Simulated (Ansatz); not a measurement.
# Dielectric response of BaTiO3 (001), TiO2 faces films, part 3 of 4

Wanted: ε of perovskite BaTiO3 (001), TiO2 faces by finite fields on slabs, and the band edges against the vacuum where run.

Ansatz 0.2.0; plane-wave DFT, LDA, Ansatz PAW.

So far, gap on the k-mesh (eV): step 2 (relaxation, 13 atoms, units 2) 0.966; step 4 (applied field, field -0.1 V/Å) 0.909; step 6 (field 0.03 V/Å, other threshold, other force threshold) 0.966; step 7 (field -0.03 V/Å, other threshold, other force threshold) 0.966; step 9 (18 atoms, units 3) 0.863.

**10. Atoms held, 18 atoms, units 3, field 0.1 V/Å**

The input, input.yaml:

```yaml
crystal:
  lattice:
    - [4.0, 0.0, 0.0]
    - [0.0, 4.0, 0.0]
    - [0.0, 0.0, 30.0]
  atoms:
    - { symbol: Ti, position: [0.5, 0.5, 0.3093001033] }
    - { symbol: O, position: [0.0, 0.5, 0.3064289881] }
    - { symbol: O, position: [0.5, 0.0, 0.3064289881] }
    - { symbol: Ba, position: [0.0, 0.0, 0.3669550536] }
    - { symbol: O, position: [0.5, 0.5, 0.3700618353] }
    - { symbol: Ti, position: [0.5, 0.5, 0.4358194789] }
    - { symbol: O, position: [0.0, 0.5, 0.4353643645] }
    - { symbol: O, position: [0.5, 0.0, 0.4353643645] }
    - { symbol: Ba, position: [0.0, 0.0, 0.5000000013] }
    - { symbol: O, position: [0.5, 0.5, 0.500000001] }
    - { symbol: Ti, position: [0.5, 0.5, 0.5641805217] }
    - { symbol: O, position: [0.0, 0.5, 0.5646356359] }
    - { symbol: O, position: [0.5, 0.0, 0.5646356359] }
    - { symbol: Ba, position: [0.0, 0.0, 0.6330449454] }
    - { symbol: O, position: [0.5, 0.5, 0.6299381635] }
    - { symbol: Ti, position: [0.5, 0.5, 0.6906998965] }
    - { symbol: O, position: [0.0, 0.5, 0.6935710113] }
    - { symbol: O, position: [0.5, 0.0, 0.6935710113] }
kpoints:
  mp_grid: { grid: [8, 8, 1] }
hamiltonian:
  xc: lda
scf:
  occupations: { method: fixed }
  convergence: { dr2_threshold: 1.0e-10 }
efield:
  axis: 3
  dipole_correction: true
  ramp_position: 0.9674
  ramp_width: 0.0653
  amplitude: 0.1
output:
  write_potential: true
  write_density: true
  volumetric_format: npy
```

Started as:

```console
ansatz run input.yaml --threads 4 --pin off --max-ram 12288MiB --backend cpu --events-out ev --progress --plain --runs-dir out
```

Numbers of over 12 decimals in the logs are rounded to 6 here.

The log of the run:

```text
[...]
Crystal: 18 atoms, lattice volume = 480.000 Å³
Basis set: ecut = 420 eV, 9405 PW (Γ)
Bands: 90, of which v1, the nominal top of the filled ones, is band 72 counted from 1 (71 counted from 0)
Symmetry: 8 space group operations
k-points: 15 of 64
[...]
k-point 0: bands = [... 68 lower, 1.0209, 1.0209, 1.1913, 1.1913, 2.5443, 2.6497, 2.6623, 2.6623, ... 14 higher]
  k-point 1: bands = [... 68 lower, 0.7956, 0.7963, 0.9648, 0.9659, 2.6699, 2.8657, 2.9522, 2.9575, ... 14 higher]
  k-point 2: bands = [... 68 lower, 0.4274, 0.5543, 0.6034, 0.7669, 2.7037, 3.3895, 3.5369, 3.5609, ... 14 higher]
  k-point 14: bands = [... 68 lower, 0.7872, 0.8533, 1.6019, 1.7757, 4.3803, 4.3803, 4.7225, 4.7225, ... 14 higher]
[key lines of the parts left out:]
SCF converged after 18 iterations
Free energy (F): -33275.632474 eV
Fermi energy:    1.775726 eV
Dipole field:    D = 0.039359 V/Å  (p = 0.104407 e·Å, saw-weighted, corrected)
```

The job ended after 45 s (4 threads of Arm Neoverse V1, shared host; peak memory 1.5 GiB; 3 min of CPU time).

The dipole is 0.104 e·Å, and the gap on the mesh 0.769 eV.

**11. Atoms held, 18 atoms, units 3, field -0.1 V/Å**

input.yaml: that of step 10 with these lines changed.

```diff
@@ -36,3 +36,3 @@
   ramp_width: 0.0653
-  amplitude: 0.1
+  amplitude: -0.1
 output:
```

The log of the run:

```text
[...]
Crystal: 18 atoms, lattice volume = 480.000 Å³
Basis set: ecut = 420 eV, 9405 PW (Γ)
Bands: 90, of which v1, the nominal top of the filled ones, is band 72 counted from 1 (71 counted from 0)
Symmetry: 8 space group operations
k-points: 15 of 64
[...]
k-point 0: bands = [... 68 lower, 1.0211, 1.0211, 1.1915, 1.1915, 2.5444, 2.6499, 2.6625, 2.6625, ... 14 higher]
  k-point 1: bands = [... 68 lower, 0.7958, 0.7965, 0.9650, 0.9661, 2.6701, 2.8659, 2.9524, 2.9577, ... 14 higher]
  k-point 2: bands = [... 68 lower, 0.4276, 0.5545, 0.6036, 0.7671, 2.7039, 3.3897, 3.5370, 3.5611, ... 14 higher]
  k-point 14: bands = [... 68 lower, 0.7874, 0.8535, 1.6021, 1.7759, 4.3805, 4.3805, 4.7227, 4.7227, ... 14 higher]
[key lines of the parts left out:]
SCF converged after 18 iterations
Free energy (F): -33275.632474 eV
Fermi energy:    1.775908 eV
Dipole field:    D = -0.039359 V/Å  (p = -0.104407 e·Å, saw-weighted, corrected)
```

Elapsed: 45 s, on 4 threads; peak memory 1.5 GiB.

The dipole is -0.104 e·Å, and the gap on the mesh 0.769 eV.

**12. Response with the atoms held, 18 atoms, units 3**

This step: plane-wave DFT, LDA, Ansatz PAW; response to a field along the normal, atoms held (Ansatz 0.2.0).

Local field over the applied field, running mean. From the potentials at -0.1 and 0.1 V/Å; running mean over 4.0 Å, taken twice. Local field over applied field against z:

```tsv
z (Å)	local field over applied field
5	0.967
6	0.891
7	0.761
8	0.585
9	0.404
10	0.268
11	0.188
12	0.157
13	0.152
14	0.152
15	0.152
16	0.152
17	0.152
18	0.157
19	0.188
20	0.268
21	0.404
22	0.585
23	0.761
24	0.891
25	0.967
```

The induced dipole is that of a conductor 11.81 Å thick.

**13. Relaxing the slab, 28 atoms, units 5**

This step: plane-wave DFT, LDA, Ansatz PAW (Ansatz 0.2.0).

System of this step: BaTiO3 (001), TiO2 faces, 5 units. The cell holds 28 atoms: 6 Ti, 17 O and 5 Ba. Its edges and angles: a = 4.000 Å, b = 4.000 Å, c = 38.000 Å, α = 90.0°, β = 90.0°, γ = 90.0°. It derives from BaTiO3 (perovskite BaTiO3). Vacuum lies along c.

The next thickness, treated alike, so that differences show the interior and the faces cancel.

The input, input.yaml:

```yaml
crystal:
  lattice:
    - [4.0, 0.0, 0.0]
    - [0.0, 4.0, 0.0]
    - [0.0, 0.0, 38.0]
  atoms:
    - { symbol: Ti, position: [0.5, 0.5, 0.2368421053] }
    - { symbol: O, position: [0.0, 0.5, 0.2368421053] }
    - { symbol: O, position: [0.5, 0.0, 0.2368421053] }
    - { symbol: Ba, position: [0.0, 0.0, 0.2894736842] }
    - { symbol: O, position: [0.5, 0.5, 0.2894736842] }
    - { symbol: Ti, position: [0.5, 0.5, 0.3421052632] }
    - { symbol: O, position: [0.0, 0.5, 0.3421052632] }
    - { symbol: O, position: [0.5, 0.0, 0.3421052632] }
    - { symbol: Ba, position: [0.0, 0.0, 0.3947368421] }
    - { symbol: O, position: [0.5, 0.5, 0.3947368421] }
    - { symbol: Ti, position: [0.5, 0.5, 0.4473684211] }
    - { symbol: O, position: [0.0, 0.5, 0.4473684211] }
    - { symbol: O, position: [0.5, 0.0, 0.4473684211] }
    - { symbol: Ba, position: [0.0, 0.0, 0.5] }
    - { symbol: O, position: [0.5, 0.5, 0.5] }
    - { symbol: Ti, position: [0.5, 0.5, 0.5526315789] }
    - { symbol: O, position: [0.0, 0.5, 0.5526315789] }
    - { symbol: O, position: [0.5, 0.0, 0.5526315789] }
    - { symbol: Ba, position: [0.0, 0.0, 0.6052631579] }
    - { symbol: O, position: [0.5, 0.5, 0.6052631579] }
    - { symbol: Ti, position: [0.5, 0.5, 0.6578947368] }
    - { symbol: O, position: [0.0, 0.5, 0.6578947368] }
    - { symbol: O, position: [0.5, 0.0, 0.6578947368] }
    - { symbol: Ba, position: [0.0, 0.0, 0.7105263158] }
    - { symbol: O, position: [0.5, 0.5, 0.7105263158] }
    - { symbol: Ti, position: [0.5, 0.5, 0.7631578947] }
    - { symbol: O, position: [0.0, 0.5, 0.7631578947] }
    - { symbol: O, position: [0.5, 0.0, 0.7631578947] }
kpoints:
  mp_grid: { grid: [8, 8, 1] }
hamiltonian:
  xc: lda
scf:
  occupations: { method: fixed }
  convergence: { dr2_threshold: 1.0e-09 }
efield:
  axis: 3
  dipole_correction: true
  ramp_position: 0.97
  ramp_width: 0.06
relax:
  f_tol: 0.003
  max_steps: 100
output:
  eigenvalues: true
  dos: { projected: true, e_range: [-7, 7] }
  write_potential: true
  write_density: true
  volumetric_format: npy
checkpoint:
  write: rel5.run
  compress: false
  write_wavefunctions: false
```

The log of the run:

```text
[...]
Crystal: 28 atoms, lattice volume = 608.000 Å³
Basis set: ecut = 420 eV, 11895 PW (Γ)
Bands: 140, of which v1, the nominal top of the filled ones, is band 112 counted from 1 (111 counted from 0)
Symmetry: 8 space group operations
k-points: 15 of 64
[...]
- { symbol: Ba, position: [0, 0.0, 0.602902] }
[...]
- { symbol: Ti, position: [0.5, 0.5, 0.652989] }
[...]
- { symbol: O, position: [0.5, 0.0, 0.653441] }
    - { symbol: Ba, position: [0, 0.0, 0.707576] }
    - { symbol: O, position: [0.5, 0.5, 0.705037] }
    - { symbol: Ti, position: [0.5, 0.5, 0.752991] }
    - { symbol: O, position: [0, 0.5, 0.755281] }
    - { symbol: O, position: [0.5, 0.0, 0.755281] }
[key lines of the parts left out:]
SCF converged after 8 iterations
Free energy (F): -53084.549448 eV
Fermi energy:    3.632197 eV
Dipole field:    D = -0.000000 V/Å  (p = -0.000000 e·Å, saw-weighted, corrected)
Work function:   Φ+ = 5.8747 eV   Φ− = 5.8746 eV
```

The job ended after 11 min (4 threads; peak memory 2.3 GiB; 42 min of CPU time).

Relaxation path:

```tsv
step	energy less that of the first step (eV)	largest force component (eV/Å)
1	0.0000	2.7440
2	-0.2380	2.4776
3	-0.0211	5.2049
4	-0.6274	0.4685
5	-0.7267	0.1846
6	-0.7770	0.1843
7	-0.7804	0.0052
8	-0.7804	0.0003
```

Relaxation step 3 was tried and not accepted.

The run keeps the 8 symmetry operations that it works with, so distortions that break them were not tested.

The atoms that moved most (Å):

```tsv
atom	dx	dy	dz	length
Ti26	0.000	0.000	-0.386	0.386
Ti1	0.000	0.000	0.386	0.386
O27	0.000	0.000	-0.299	0.299
O28	0.000	0.000	-0.299	0.299
O3	0.000	0.000	0.299	0.299
O2	0.000	0.000	0.299	0.299
O5	0.000	0.000	0.209	0.209
O25	0.000	0.000	-0.209	0.209
```

Running mean over 4.0 Å of the planar mean; the ramp of the sawtooth is left out. Table of electron's electrostatic potential energy less the highest filled level by z:

z (Å), electron's electrostatic potential energy less the highest filled level (eV) and a bar from the least value:
```
        4       5.87 ##############################
        6       5.83 ##############################
        8       1.37 ##################
       10      -4.37 ###
       12      -5.41 
       14      -5.38 
       16      -5.54 
       18      -5.55 
       20      -5.55 
       22      -5.54 
       24      -5.38 
       26      -5.41 
       28      -4.37 ###
       30       1.37 ##################
       32       5.83 ##############################
       34       5.87 ##############################
```

The relaxation took 8 steps and lowered the energy by 0.78 eV; the largest force on the free atoms ends at 3.3e-4 eV/Å.

The gap is 0.73 eV, with the valence edge 5.87 eV and the conduction edge 5.14 eV under the upper vacuum level.

**14. Single point, 28 atoms, units 5, field 0.1 V/Å**

The input, input.yaml:

```yaml
crystal:
  lattice:
    - [4.0, 0.0, 0.0]
    - [0.0, 4.0, 0.0]
    - [0.0, 0.0, 38.0]
  atoms:
    - { symbol: Ti, position: [0.5, 0.5, 0.2470087053] }
    - { symbol: O, position: [0.0, 0.5, 0.2447189584] }
    - { symbol: O, position: [0.5, 0.0, 0.2447189584] }
    - { symbol: Ba, position: [0.0, 0.0, 0.2924237788] }
    - { symbol: O, position: [0.5, 0.5, 0.294963005] }
    - { symbol: Ti, position: [0.5, 0.5, 0.3470111121] }
    - { symbol: O, position: [0.0, 0.5, 0.3465590418] }
    - { symbol: O, position: [0.5, 0.0, 0.3465590418] }
    - { symbol: Ba, position: [0.0, 0.0, 0.3970984987] }
    - { symbol: O, position: [0.5, 0.5, 0.3975454386] }
    - { symbol: Ti, position: [0.5, 0.5, 0.4488878942] }
    - { symbol: O, position: [0.0, 0.5, 0.4488115519] }
    - { symbol: O, position: [0.5, 0.0, 0.4488115519] }
    - { symbol: Ba, position: [0.0, 0.0, 0.5] }
    - { symbol: O, position: [0.5, 0.5, 0.5000000003] }
    - { symbol: Ti, position: [0.5, 0.5, 0.551112106] }
    - { symbol: O, position: [0.0, 0.5, 0.5511884487] }
    - { symbol: O, position: [0.5, 0.0, 0.5511884487] }
    - { symbol: Ba, position: [0.0, 0.0, 0.6029015013] }
    - { symbol: O, position: [0.5, 0.5, 0.6024545616] }
    - { symbol: Ti, position: [0.5, 0.5, 0.6529888878] }
    - { symbol: O, position: [0.0, 0.5, 0.6534409581] }
    - { symbol: O, position: [0.5, 0.0, 0.6534409581] }
    - { symbol: Ba, position: [0.0, 0.0, 0.7075762208] }
    - { symbol: O, position: [0.5, 0.5, 0.7050369951] }
    - { symbol: Ti, position: [0.5, 0.5, 0.7529912945] }
    - { symbol: O, position: [0.0, 0.5, 0.7552810411] }
    - { symbol: O, position: [0.5, 0.0, 0.7552810411] }
kpoints:
  mp_grid: { grid: [8, 8, 1] }
hamiltonian:
  xc: lda
scf:
  occupations: { method: fixed }
  convergence: { dr2_threshold: 1.0e-10 }
efield:
  axis: 3
  dipole_correction: true
  ramp_position: 0.97
  ramp_width: 0.06
  amplitude: 0.1
output:
  write_potential: true
  write_density: true
  volumetric_format: npy
```

The log of the run:

```text
[...]
Crystal: 28 atoms, lattice volume = 608.000 Å³
Basis set: ecut = 420 eV, 11895 PW (Γ)
Bands: 140, of which v1, the nominal top of the filled ones, is band 112 counted from 1 (111 counted from 0)
Symmetry: 8 space group operations
k-points: 15 of 64
[...]
k-point 0: bands = [... 108 lower, 2.9080, 2.9080, 3.1928, 3.1928, 4.3483, 4.4354, 4.4750, 4.4750, ... 24 higher]
  k-point 1: bands = [... 108 lower, 2.6833, 2.6847, 2.9667, 2.9674, 4.4872, 4.6672, 4.7483, 4.7728, ... 24 higher]
  k-point 2: bands = [... 108 lower, 2.4277, 2.4912, 2.5564, 2.7685, 4.5266, 4.9095, 5.3233, 5.3535, ... 24 higher]
  k-point 14: bands = [... 108 lower, 2.6948, 2.8108, 3.4877, 3.7759, 6.2114, 6.2114, 6.4018, 6.4018, ... 24 higher]
[key lines of the parts left out:]
SCF converged after 18 iterations
Free energy (F): -53084.557605 eV
Fermi energy:    3.775937 eV
Dipole field:    D = 0.048554 V/Å  (p = 0.163141 e·Å, saw-weighted, corrected)
```

It took 1.9 min on 4 threads; peak memory 2.6 GiB.

The dipole is 0.163 e·Å, and the gap on the mesh 0.572 eV.

**15. Single point, 28 atoms, units 5, field -0.1 V/Å**

input.yaml: that of step 14 with these lines changed.

```diff
@@ -46,3 +46,3 @@
   ramp_width: 0.06
-  amplitude: 0.1
+  amplitude: -0.1
 output:
```

The log of the run:

```text
[...]
Crystal: 28 atoms, lattice volume = 608.000 Å³
Basis set: ecut = 420 eV, 11895 PW (Γ)
Bands: 140, of which v1, the nominal top of the filled ones, is band 112 counted from 1 (111 counted from 0)
Symmetry: 8 space group operations
k-points: 15 of 64
[...]
k-point 0: bands = [... 108 lower, 2.9080, 2.9080, 3.1928, 3.1928, 4.3483, 4.4354, 4.4750, 4.4750, ... 24 higher]
  k-point 1: bands = [... 108 lower, 2.6833, 2.6847, 2.9667, 2.9674, 4.4872, 4.6672, 4.7483, 4.7728, ... 24 higher]
  k-point 2: bands = [... 108 lower, 2.4277, 2.4912, 2.5564, 2.7685, 4.5266, 4.9095, 5.3233, 5.3535, ... 24 higher]
  k-point 14: bands = [... 108 lower, 2.6948, 2.8108, 3.4877, 3.7759, 6.2114, 6.2114, 6.4018, 6.4018, ... 24 higher]
[key lines of the parts left out:]
SCF converged after 18 iterations
Free energy (F): -53084.557605 eV
Fermi energy:    3.775936 eV
Dipole field:    D = -0.048554 V/Å  (p = -0.163141 e·Å, saw-weighted, corrected)
```

Wall time 1.9 min (4 threads); peak memory 2.6 GiB; 7.7 min of CPU time.

The dipole is -0.163 e·Å, and the gap on the mesh 0.572 eV.

**16. Response with the atoms held, 28 atoms, units 5**

This step: plane-wave DFT, LDA, Ansatz PAW; response to a field along the normal, atoms held (Ansatz 0.2.0).

Local field over the applied field, running mean. From the potentials at -0.1 and 0.1 V/Å; running mean over 4.0 Å, taken twice. Table of local field over applied field by z:

```tsv
z (Å)	local field over applied field
5	0.964
6	0.901
7	0.777
8	0.605
9	0.422
10	0.281
11	0.194
12	0.158
13	0.152
14	0.151
15	0.149
16	0.148
17	0.147
18	0.147
19	0.147
20	0.147
21	0.147
22	0.148
23	0.149
24	0.151
25	0.152
26	0.158
27	0.194
28	0.281
29	0.422
30	0.605
31	0.777
32	0.901
33	0.964
```

The induced dipole is that of a conductor 18.45 Å thick.

**17. Field on, atoms free, 28 atoms, units 5, field 0.03 V/Å**

This step: plane-wave DFT, LDA, Ansatz PAW (Ansatz 0.2.0).

The same pair of relaxations in the field for this thickness.

input.yaml: that of step 15 with these lines changed.

```diff
@@ -46,3 +46,6 @@
   ramp_width: 0.06
-  amplitude: -0.1
+  amplitude: 0.03
+relax:
+  f_tol: 0.0006
+  max_steps: 70
 output:
```

The log of the run:

```text
[...]
Crystal: 28 atoms, lattice volume = 608.000 Å³
Basis set: ecut = 420 eV, 11895 PW (Γ)
Bands: 140, of which v1, the nominal top of the filled ones, is band 112 counted from 1 (111 counted from 0)
Symmetry: 8 space group operations
k-points: 15 of 64
[...]
- { symbol: Ba, position: [0, 0.0, 0.602910] }
[...]
- { symbol: Ti, position: [0.5, 0.5, 0.653009] }
[...]
- { symbol: O, position: [0.5, 0.0, 0.653432] }
    - { symbol: Ba, position: [0, 0.0, 0.707579] }
    - { symbol: O, position: [0.5, 0.5, 0.705026] }
    - { symbol: Ti, position: [0.5, 0.5, 0.752999] }
    - { symbol: O, position: [0, 0.5, 0.755256] }
    - { symbol: O, position: [0.5, 0.0, 0.755256] }
[key lines of the parts left out:]
SCF converged after 9 iterations
Free energy (F): -53084.550307 eV
Fermi energy:    3.632648 eV
Dipole field:    D = 0.017055 V/Å  (p = 0.057304 e·Å, saw-weighted, corrected)
```

Wall time 5.9 min (4 threads); peak memory 2.2 GiB; 23 min of CPU time.

Hardly anything moved in the relaxation; the energy changed by under 0.2 meV an atom.

The relaxation took 6 steps and lowered the energy by 1.3e-4 eV; the largest force on the free atoms ends at 4.7e-4 eV/Å.

The dipole is 0.0573 e·Å, and the gap on the mesh 0.731 eV.

**18. Relaxing in the field, 28 atoms, units 5, field -0.03 V/Å**

The opposite sign, again from the field-free geometry; the difference of the two cancels what relaxes without a field.

input.yaml: that of step 17 with these lines changed.

```diff
@@ -46,3 +46,3 @@
   ramp_width: 0.06
-  amplitude: 0.03
+  amplitude: -0.03
 relax:
```

The log of the run:

```text
[...]
Crystal: 28 atoms, lattice volume = 608.000 Å³
Basis set: ecut = 420 eV, 11895 PW (Γ)
Bands: 140, of which v1, the nominal top of the filled ones, is band 112 counted from 1 (111 counted from 0)
Symmetry: 8 space group operations
k-points: 15 of 64
[...]
- { symbol: Ba, position: [0, 0.0, 0.602888] }
[...]
- { symbol: Ti, position: [0.5, 0.5, 0.652964] }
[...]
- { symbol: O, position: [0.5, 0.0, 0.653444] }
    - { symbol: Ba, position: [0, 0.0, 0.707565] }
    - { symbol: O, position: [0.5, 0.5, 0.705042] }
    - { symbol: Ti, position: [0.5, 0.5, 0.752977] }
    - { symbol: O, position: [0, 0.5, 0.755298] }
    - { symbol: O, position: [0.5, 0.0, 0.755298] }
[key lines of the parts left out:]
SCF converged after 9 iterations
Free energy (F): -53084.550307 eV
Fermi energy:    3.632704 eV
Dipole field:    D = -0.017052 V/Å  (p = -0.057296 e·Å, saw-weighted, corrected)
```

Elapsed: 5.7 min, on 4 threads; peak memory 2.2 GiB; 22 min of CPU time.

Hardly anything moved in the relaxation; the energy changed by under 0.2 meV an atom.

The relaxation took 6 steps and lowered the energy by 1.3e-4 eV; the largest force on the free atoms ends at 4.8e-4 eV/Å.

The dipole is -0.0573 e·Å, and the gap on the mesh 0.731 eV.

**19. Response with the atoms relaxed, 28 atoms, units 5**

This step: plane-wave DFT, LDA, Ansatz PAW; response to a field along the normal, atoms relaxed (Ansatz 0.2.0).

Numbers from this step:

```
equivalent conductor thickness p/(ε₀AE) : 21.60 Å
inner field over outer field            : -0.003060
```

Local field over the applied field, running mean. From the potentials at -0.03 and 0.03 V/Å; running mean over 4.0 Å, taken twice. Local field over applied field against z:

```tsv
z (Å)	local field over applied field
5	0.955
6	0.885
7	0.738
8	0.536
9	0.341
10	0.162
11	0.0635
12	0.0207
13	0.00128
14	0.00319
15	1.8e-4
16	-0.00176
17	-0.00438
18	-0.00173
19	-0.00290
20	-0.00166
21	-0.00470
22	-0.00167
23	1.9e-4
24	0.00318
25	0.00141
26	0.0206
27	0.0635
28	0.162
29	0.341
30	0.536
31	0.738
32	0.885
33	0.955
```

The induced dipole is that of a conductor 21.60 Å thick.

**20. Electronic ε from the series**

This step: plane-wave DFT, LDA, Ansatz PAW; permittivity from the thickness series, atoms held (Ansatz 0.2.0).

Each added layer adds t(1 − 1/ε) to the dipole term, so the slope against thickness gives ε without a choice of where the film ends.

Numbers from this step:

```yaml
slope: 0.8522
intercept_of_the_fit: 1.916 Å
eps_of_the_interior: 6.764
```

The equivalent conductor thickness by distance between the outer atoms:

```tsv
distance between the outer atoms (Å)	equivalent conductor thickness (Å)
7.72	8.50
11.61	11.8
19.40	18.4
```

By hand, from the thinnest and the thickest film: slope = (18.450 − 8.498) / (19.401 − 7.721) = 0.852, so ε = 1/(1 − 0.852) = 6.76.

**21. Static ε from the series**

This step: plane-wave DFT, LDA, Ansatz PAW; permittivity from the thickness series, atoms relaxed (Ansatz 0.2.0).

The same fit for the relaxed films. The nearer its slope lies to 1, the more ε hangs on small errors.

Numbers from this step:

```
slope                : 0.9982
intercept of the fit : 2.235 Å
```

(Part 3 of 4 ends here.)

[Logs are printed without paths, hosts, clocks, repeated set-up lines and the standing remarks that a program may print on its own settings, such as how far it seeks lower states.]

[Hosts, paths, dates, database ids (printed as entryN), source tags and the programs' standing remarks are cut or masked in the printed files.]

[Maps of the electrostatic potential energy from Ansatz leave out the sawtooth potential of an applied field or a dipole correction, so their vacuum need not be flat; planar profiles and work functions include it.]
